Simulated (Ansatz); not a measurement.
# Electron–phonon scattering in Rh(111) film of 2 layers, part 4 of 4

The plan: relax Rh(111) film of 2 layers, check its phonons, and, if the lattice is stable, compute its Eliashberg function and ρ(T).

Ansatz 0.2.0; DFT PBEsol, scalar-relativistic, plane waves, PAW; PAW set soft_1.

So far, log mean phonon energy ħω_log (meV): step 8 (electron–phonon run: q 3×3×1, k 9×9×1, scattering 18×18×1) 17.4. Also resistivity at 300 K (μΩ cm): step 8 41.4.

## 9. Electron–phonon run: q 3×3×1, k 12×12×1, scattering 24×24×1

The next rung changes the k mesh of the density and its response; the scattering mesh, which samples the Fermi surface.

input.yaml reads:

```yaml
crystal:
  lattice:
    - [2.5987214349, -2.7919e-06, 0.0]
    - [-1.2993582996, 2.2505601759, 0.0]
    - [0.0, 0.0, 28.1878614963]
  atoms:
    - { symbol: Rh, position: [0.0, 0.0, 0.1957573961] }
    - { symbol: Rh, position: [0.3333333333, 0.6666666667, 0.2723139402] }
  periodic: [true, true, false]
kpoints:
  mp_grid: { grid: [12, 12, 1] }
hamiltonian:
  xc: pbesol
  pseudopotentials: { kind: paw, azcp: { folder: soft_1 }, xc_functional: pbe }
scf:
  occupations: { method: methfessel_paxton, width: 0.2 }
output:
  eigenvalues: true
phonons:
  method: dfpt
  qmesh: [3, 3, 1]
  temperatures: { t_max: 1000, t_step: 50 }
  qpath:
    path:
      - [0.0, 0.0, 0.0]
      - [0.5, 0.0, 0.0]
      - [0.33333333, 0.33333333, 0.0]
      - [0.0, 0.0, 0.0]
    npoints: 10
  electrical_resistivity:
    mesh: [24, 24, 1]
    temperatures: [20.0, 50.0, 77.0, 100.0, 150.0, 200.0, 300.0, 400.0, 600.0, 800.0]
```

Run with:

```sh
ansatz run input.yaml --threads 4 --pin off --max-ram 20480MiB --backend cpu --events-out ev --progress --plain --runs-dir out
```

Numbers of over 12 decimals in the logs are rounded to 6 here.

What it wrote:

```text
[...]
Crystal: 2 atoms, lattice volume = 164.859 Å³
Basis set: ecut = 420 eV, 3305 PW (Γ), exchange–correlation on 36×36×384 points (8 copies of the dense FFT grid, shifted against one another)
Bands: 21, of which v1, the nominal top of the filled ones, is band 17 counted from 1 (16 counted from 0)
Symmetry: 12 space group operations
k-points: 19 of 144 (irreducible under 6 space group operations, time reversal used)
[...]
SCF iter   1: F=—  HF=-12676.821019 eV  |F-HF|=—  |Δ(HF+E_count)|=         —  Δρ=4.37e-2  dr2=3.29e0  ethr=3.10e-3  ⟨swp⟩=13.8  Hψ=7335  notcnv=0  defer=10
[...]
SCF iter  11: F=-12675.807928 eV  HF=-12675.807928 eV  |F-HF|=5.64e-11  |Δ(HF+E_count)|=   6.48e-9  S|Δr|=    0.00e0  Δρ=5.48e-8  dr2=8.42e-12  ethr=1.00e-12  ⟨swp⟩=23.0  Hψ=5047  notcnv=0
SCF 1 converged in 11 iterations: F = -12675.807928 eV  dr2 = 8.42e-12
[...]
Bands: 25, of which v1, the nominal top of the filled ones, is band 17 counted from 1 (16 counted from 0)
k-points: 19 of 144
SCF iter   1: F=—  HF=-12676.821019 eV  |F-HF|=—  |Δ(HF+E_count)|=         —  Δρ=4.37e-2  dr2=3.29e0  ethr=3.10e-3  ⟨swp⟩=13.8  Hψ=4046  notcnv=0  defer=10
[...]
SCF iter  11: F=-12675.807928 eV  HF=-12675.807928 eV  |F-HF|=8.91e-11  |Δ(HF+E_count)|=   6.52e-9  S|Δr|=    0.00e0  Δρ=5.51e-8  dr2=8.77e-12  ethr=1.00e-12  ⟨swp⟩=3.1  Hψ=1983  notcnv=0
SCF 2 converged in 11 iterations: F = -12675.807928 eV  dr2 = 8.77e-12
[...]
SCF converged after 11 iterations
[...]
Free energy (F): -12675.807928 eV
[...]
Internal energy: -12675.808533 eV  (E = F + TS)
E sigma→0 (E₀):  -12675.808079 eV
Entropy (-TS):   0.000605 eV (0.302 meV/atom)
Fermi energy:    -5.320111 eV
[...]
--- Band table (eV; the first three rows and the last of 19) ---
  k-point 0: bands = [... 13 lower, -8.0444, -8.0444, -6.4650, -5.9163, -5.9163, -4.8926, -4.8926, -4.3741, ... 4 higher]
  k-point 1: bands = [... 13 lower, -8.0402, -7.8554, -6.8442, -6.0021, -5.8718, -5.4494, -4.8844, -3.2681, ... 4 higher]
  k-point 2: bands = [... 13 lower, -7.4740, -7.4063, -7.3368, -6.5650, -6.1571, -4.8851, -4.7904, -1.8877, ... 4 higher]
  k-point 18: bands = [... 13 lower, -8.0880, -7.9107, -6.2800, -5.2909, -5.2909, 3.0384, 3.1689, 3.1689, ... 4 higher]
  ° read free of the cell's end (the report's vacuum.weakly_bound_levels)
[...]
ASR residual: 9.132e-5 → 0.000e0 eV/Å²; symmetrization residual: 1.728e-7 eV/Å²
[...]
ASR residual per site (eV/Å²): 9.13e-5 9.13e-5
  Γ frequencies (cm⁻¹): 0.00 0.00 0.00 117.84 117.84 225.81
--- Phonons (arbitrary-q DFPT): 3 irreducible q on the 3×3×1 mesh ---
[...]
interpolated dispersion: 31 rows × 6 modes
[...]
--- Electrical resistivity: potentials and phonons of a 3×3×1 supercell ---
[...]
at the Fermi level of each mesh (of a tensor half of its trace):
[...]
24×24×1                     1.5776              3.5096    0.4170    0.4673          17.455
        12×12×1                     1.6323              3.2537    0.4070    0.5347          17.569
          6×6×1                     1.4621              3.3913    0.4687    0.5952          18.643
  resistivity on the deck's mesh, µΩ·cm:
[...]
20.00     3.6964e-2              no     3.6964e-2     3.6964e-2      0.0000e0       6.3783e-2         5.9122e-2
     50.00      1.4651e0              no      1.4651e0      1.4651e0      0.0000e0        2.0406e0          1.6262e0
     77.00      4.9486e0              no      4.9486e0      4.9486e0      0.0000e0        5.9984e0          5.2842e0
    100.00      8.6684e0              no      8.6684e0      8.6684e0      0.0000e0        9.9033e0          9.1245e0
    150.00      1.6975e1              no      1.6975e1      1.6975e1      0.0000e0        1.8551e1          1.7651e1
    200.00      2.4986e1              no      2.4986e1      2.4986e1      0.0000e0        2.7086e1          2.5871e1
    300.00      4.0676e1              no      4.0676e1      4.0676e1      0.0000e0        4.4166e1          4.1941e1
    400.00      5.6398e1              no      5.6398e1      5.6398e1      0.0000e0        6.1488e1          5.7997e1
    600.00      8.7759e1              no      8.7759e1      8.7759e1      0.0000e0        9.6148e1          8.9930e1
    800.00      1.1861e2              no      1.1861e2      1.1861e2      0.0000e0        1.3024e2          1.2120e2
  sheet resistance at 20 K: 0.1311 Ω
[...]
sheet resistance at 50 K: 5.198 Ω
[...]
sheet resistance at 77 K: 17.56 Ω
[...]
sheet resistance at 100 K: 30.75 Ω
[...]
sheet resistance at 150 K: 60.22 Ω
[...]
sheet resistance at 200 K: 88.64 Ω
[...]
sheet resistance at 300 K: 144.3 Ω
[...]
sheet resistance at 400 K: 200.1 Ω
[...]
sheet resistance at 600 K: 311.3 Ω
[...]
sheet resistance at 800 K: 420.8 Ω
[...]
vibrations of 9 cells: unjudged by the run; compare a larger repeat
[...]
```

Wall time 2.8 min (4 threads of Arm Neoverse V2, shared host); peak memory 1.6 GiB; 11 min of CPU time.

This step gave:

| Quantity | Value |
| --- | --- |
| zero point energy | 0.06213 eV/cell |
| highest frequency, solved or plainly interpolated | 255.9 cm⁻¹ |
| sheet resistance 300K | 144.3 Ω/square, mean in the plane |
| resistivity at 300 K | 40.68 μΩ cm, mean of the axes, of the whole cell with its vacuum |
| coupling constant λ | 0.417 |
| density of states at the Fermi level | 1.578 states/eV a spin and cell |
| log mean phonon energy ħω_log | 17.46 meV |
| transport coupling constant λ_tr | 0.4673, 0.4673, 0 (xx, yy, zz) |
| Drude plasma energy | 3.51, 3.51, 0 eV (xx, yy, zz), of the whole cell with its vacuum |
| second-moment phonon energy ħω₂ | 19.54 meV, from the broadened α²F curve |
| coupling λ by branch | 0.12, 0.0975, 0.0621, 0.0659, 0.0374, 0.0339 (branches by rank of frequency) |

Solved on the 3×3×1 mesh alone; all other wavevectors are interpolated. The phonon branches at the labelled points (cm⁻¹):

```tsv
point	branch 1	branch 2	branch 3	branch 4	branch 5	branch 6
Γ	0	0	0	118	118	226
halfway	84	118	154	158	196	214
M	117	140	158	178	249	256
halfway	135	153	166	188	234	244
K	154	154	192	209	209	223
halfway	98	139	151	170	202	220
Γ	0	0	0	118	118	226
```

The phonon branches as a text plot (rows in cm⁻¹):

```
    251 |               ***********
    240 |             ****      *****        *****
    229 |***        ****           ******  **     **            *
    219 |   **    ****               *** *************     *****
    208 |     ****                      *****         *****
    197 |         **                **** **  **     **
    187 |                       ****  ***  **  ***    ***
    176 |       **      ********    **       **   **
    165 |           ****        ****           ***  **   **
    155 |     **  **************  ***********************
    144 |       **        ********  ****   ****       *******
    133 |   ****    ******        **           ***  **   ****
    123 |*******  **          ****                    ***    ****
    112 |             ********                    **
    101 |       **  **                              **
     91 |                                                ****
     80 |   ****  **                                  ***
     69 |       **                                         **
     59 |   **                                           **
     48 | **  **                                             ***
     37 |                                                  *****
     27 | ****
     16 | **                                                 ***
      5 |*                                                      *
         Γ                   M           K                      Γ
```

The Eliashberg function α²F has structure finer than the step of the table below, so its rows give means over 1 meV, whole bins alone (the curve runs from 0.122 to 31.1 meV). Peaks (meV: height): α²F 12.8: 0.240, 17.9: 0.827, 23.3: 0.464, 27.7: 0.245, 30.4: 0.232; α²F tr 13.1: 0.263, 17.9: 1.06, 23.3: 0.473, 23.8: 0.464, 27.7: 0.379.

Table of Eliashberg function α²F by phonon energy; means over each step:

```tsv
phonon energy (meV)	α²F	α²F tr
1	3.6e-4	3.1e-4
2	9.4e-4	7.1e-4
3	0.00200	0.00104
4	0.00332	0.00174
5	0.00506	0.00286
6	0.00665	0.00429
7	0.0100	0.00782
8	0.0161	0.0140
9	0.0283	0.0227
10	0.0436	0.0320
11	0.0564	0.0438
12	0.111	0.108
13	0.200	0.215
14	0.134	0.130
15	0.115	0.118
16	0.101	0.120
17	0.131	0.157
18	0.580	0.641
19	0.407	0.385
20	0.152	0.209
21	0.140	0.210
22	0.225	0.276
23	0.342	0.368
24	0.159	0.194
25	0.0542	0.0877
26	0.102	0.168
27	0.165	0.257
28	0.180	0.273
29	0.125	0.180
30	0.174	0.217
```

Of the whole cell with its vacuum, so only the sheet resistance is a property of the layer; the means are those of the plane. Resistivity, by row:

```tsv
T (K)	ρ_xx (μΩ cm)	ρ_yy	ρ_zz	ρ by Ziman's lowest order, mean	ρ by relaxation times, mean	within 2 % of the coarser mesh
20	0.03696	0.03696	-	0.06378	0.05912	no
50	1.465	1.465	-	2.041	1.626	no
77	4.949	4.949	-	5.998	5.284	no
100	8.668	8.668	-	9.903	9.124	no
150	16.97	16.97	-	18.55	17.65	no
200	24.99	24.99	-	27.09	25.87	no
300	40.68	40.68	-	44.17	41.94	no
400	56.4	56.4	-	61.49	58	no
600	87.76	87.76	-	96.15	89.93	no
800	118.6	118.6	-	130.2	121.2	no
```

The cell's resistivity over its height. Table of sheet resistance, along x by temperature:

```tsv
temperature (K)	sheet resistance, along x (Ω/square)
20	0.131
50	5.20
77	17.6
100	30.8
150	60.2
200	88.6
300	144
400	200
600	311
800	421
```

Some points of the scattering mesh along the symmetry lines, up to three branches each (those of largest λ), at most 39 rows; the frequencies are those of the scattering step, which can differ from the solved and plainly interpolated ones; single rows converge slowly. Mode couplings:

```tsv
q1	q2	q3	branch	ħω (meV)	λ_q	half width (meV)
0.125	0	0	1	3.43	0.0415	0.00243
0.125	0	0	2	8.42	0.0579	0.0203
0.125	0	0	3	13.08	0.0964	0.0817
0.2083	0	0	1	7.59	0.0766	0.0219
0.2083	0	0	4	18.81	0.0737	0.129
0.2083	0	0	5	23.93	0.0345	0.0979
0.3333	0	0	1	12.35	0.125	0.0945
0.3333	0	0	2	16.62	0.0684	0.0936
0.3333	0	0	3	18.62	0.0941	0.162
0.4583	0	0	1	12.2	0.247	0.182
0.4583	0	0	2	18.86	0.335	0.59
0.4583	0	0	4	22.2	0.074	0.181
0.4583	0.0833	0	1	12.93	0.177	0.147
0.4583	0.0833	0	2	18.86	0.125	0.22
0.4583	0.0833	0	4	22.93	0.0792	0.206
0.3333	0.3333	0	4	23.92	0.0983	0.279
0.3333	0.3333	0	5	23.92	0.0983	0.279
0.3333	0.3333	0	6	25.54	0.172	0.557
0.2083	0.2083	0	1	13.29	0.142	0.125
0.2083	0.2083	0	2	18.52	0.112	0.191
0.2083	0.2083	0	4	23.04	0.0641	0.168
0.125	0.125	0	1	7.9	0.0837	0.0259
0.125	0.125	0	2	14.4	0.0367	0.0378
0.125	0.125	0	3	17.6	0.0504	0.0773
```

Largest shares of lambda; single rows converge slowly. Strongest modes:

```tsv
q1	q2	q3	star	branch	ħω (meV)	λ_q	half width (meV)
0.04167	0.4167	0	12	2	18.63	0.287	0.4935
0.2083	0.25	0	12	2	17.97	0.23	0.3682
0.2083	0.25	0	12	1	14.26	0.2198	0.2214
0.125	0.3333	0	12	2	18.04	0.1952	0.3149
0.1667	0.2917	0	12	2	18.05	0.19	0.3069
0.04167	0.4167	0	12	1	12.73	0.1878	0.1509
0.08333	0.375	0	12	2	18.25	0.1874	0.3094
0.125	0.4167	0	12	1	13.99	0.1781	0.1728
```

300 K. The cumulative share of the conductivity, along x by mean free path:

```tsv
mean free path (nm)	cumulative share of the conductivity, along x
0.891	0.00227
1	0.00282
1.12	0.00339
1.26	0.00404
1.41	0.00460
1.58	0.00551
1.78	0.00673
2.00	0.0153
2.24	0.0280
2.51	0.0420
2.82	0.0484
3.16	0.0895
3.55	0.164
3.98	0.298
4.47	0.355
5.01	0.429
5.62	0.504
6.31	0.634
7.08	0.759
7.94	0.864
8.91	0.915
10	0.983
```

Resistivity by mesh:

```tsv
mesh	T (K)	mean rho (μΩ cm)
24x24x1	20	0.03696
24x24x1	300	40.68
24x24x1	800	118.6
12x12x1	20	0.04023
12x12x1	300	49.94
12x12x1	800	140.8
6x6x1	20	0.02938
6x6x1	300	52.78
6x6x1	800	144.6
```

No LO-TO term; unit eigenvectors of the mass-weighted matrix. Modes at Γ:

```tsv
mode	frequency (cm⁻¹)	symmetry
1	0.0	unnamed
2	0.0	unnamed
3	0.0	unnamed
4	117.8	Eg
5	117.8	Eg
6	225.8	A1g
```

Displacements in mode 4 (117.8 cm⁻¹), the largest set to 1:
```
Rh1 -1.00 -0.40  0.00
Rh2  1.00  0.40  0.00
```

Displacements in mode 6 (225.8 cm⁻¹), the largest set to 1:
```
Rh1  0.00  0.00  1.00
Rh2  0.00  0.00 -1.00
```

The modes, Rh has structure finer than the step of the table below, so its rows give means over 5 cm⁻¹, whole bins alone (the curve runs from -10 to 273 cm⁻¹). Peaks (cm⁻¹: height): 100.4: 0.0200, 123.6: 0.0386, 155.7: 0.0915, 178.8: 0.0479, 221.6: 0.0453, 237.6: 0.0467.

Phonopy on the run's constants, 21x21x1 mesh, Gaussian sigma 2.0 cm⁻¹. Table of modes, Rh by wavenumber; means over each step:

wavenumber (cm⁻¹), modes, Rh (1/cm⁻¹/cell) and a bar:
```
       -5     0.0002 
        0     0.0010 
        5     0.0002 
       10     0.0007 
       15     0.0018 #
       20     0.0006 
       25     0.0035 #
       30     0.0039 #
       35     0.0011 
       40     0.0057 ##
       45     0.0041 #
       50     0.0040 #
       55     0.0066 ##
       60     0.0039 #
       65     0.0035 #
       70     0.0105 ####
       75     0.0086 ###
       80     0.0068 ##
       85     0.0082 ###
       90     0.0103 ####
       95     0.0100 ###
      100     0.0168 ######
      105     0.0100 ###
      110     0.0262 #########
      115     0.0247 ########
      120     0.0303 ##########
      125     0.0335 ###########
      130     0.0324 ###########
      135     0.0365 ############
      140     0.0519 ##################
      145     0.0474 ################
      150     0.0629 #####################
      155     0.0880 ##############################
      160     0.0664 #######################
      165     0.0377 #############
      170     0.0325 ###########
      175     0.0399 ##############
      180     0.0421 ##############
      185     0.0269 #########
      190     0.0212 #######
      195     0.0154 #####
      200     0.0125 ####
      205     0.0163 ######
      210     0.0340 ############
      215     0.0349 ############
      220     0.0404 ##############
      225     0.0350 ############
      230     0.0372 #############
      235     0.0427 ###############
      240     0.0407 ##############
      245     0.0326 ###########
      250     0.0232 ########
      255     0.0118 ####
      260     0.0012 
      265     0.0000
```

By its own test the run is not converged in the mesh. λ = 0.417 and 144 Ω per square at 300 K, against 0.367 and 147 in the run with q 3×3×1, k 9×9×1, scattering 18×18×1 (+13.7 % and -1.8 %). N(E_F) moves by +9.1 % and the coupling-weighted phonon energy by +0.7 %; λ goes as N/ω², which would give +7.5 % if the matrix elements stayed. The run's own test puts 23 % between its two finest meshes on the component of the resistivity at 300 K that moves most, more than that change.

## 10. Outcome

| Property | Result |
| --- | --- |
| run | PBEsol, q 3×3×1, k 12×12×1, scattering 24×24×1 |
| coupling constant λ | 0.417 |
| log mean phonon energy ħω_log | 17.5 meV |
| states at the Fermi level | 1.58 states/eV/spin/cell |
| sheet resistance at 300 K | 144 Ω per square |
| change between its two finest scattering meshes | λ 2 %, resistivity at 300 K 23 % |
| time of that run | 2.8 min |

What this shows: On the last rung that gave a resistivity at the base settings (q 3×3×1, k 12×12×1, scattering 24×24×1), Rh(111) film of 2 layers has λ = 0.42 and a phonon-limited sheet resistance of 144 Ω per square at 300 K. Twice the integral of α²F/ω over this curve gives λ = 0.42, half of it from below 18.4 meV. The coupling is moderate (λ = 0.42), so phonons raise the electrons' mass at the Fermi surface by about 42 %. Values of ρ(T) under 50 K rest on the softest modes, mostly interpolated ones, and are the least sure of the table. The high-temperature form ρ = 2π k_B T λ_tr/(ħ ε₀ ω_p²) gives 45.8 μΩ cm along x at 300 K, against 40.7 from the Boltzmann equation. Ziman's lowest order at 300 K, 44.2, lies between: the step down to it comes mostly from the finite phonon energies, and the full solution lies lower still, since it lets the current shift to the states that scatter least. The three lowest branches give 67 % of λ. By the run's own test, which takes the component that moves most, the resistivity at 300 K moves by 23 % between its two finest scattering meshes, so it is not converged. In the run quoted no mode is imaginary at the wavevectors of the 3×3×1 mesh; wavevectors off that mesh are interpolated. Only scattering by harmonic phonons counts; impurities, grain boundaries and thermal expansion are left out. The resistivity belongs to the whole cell, vacuum included; the sheet resistance is the quantity that does not depend on the vacuum. The PAW files were made for PBE; under other functionals the run regenerates their frozen core. The c of the given cell is the typed one; the program laid its own vacuum and ran the layer in a cell 28.2 Å high. The structure was built by hand as an ordered model, and its stability against other phases was not tested.

[Logs are printed without paths, hosts, clocks, repeated set-up lines and the standing remarks that a program may print on its own settings, such as how far it seeks lower states.]

[Hosts, paths, dates, database ids (printed as entryN), source tags and the programs' standing remarks are cut or masked in the printed files.]
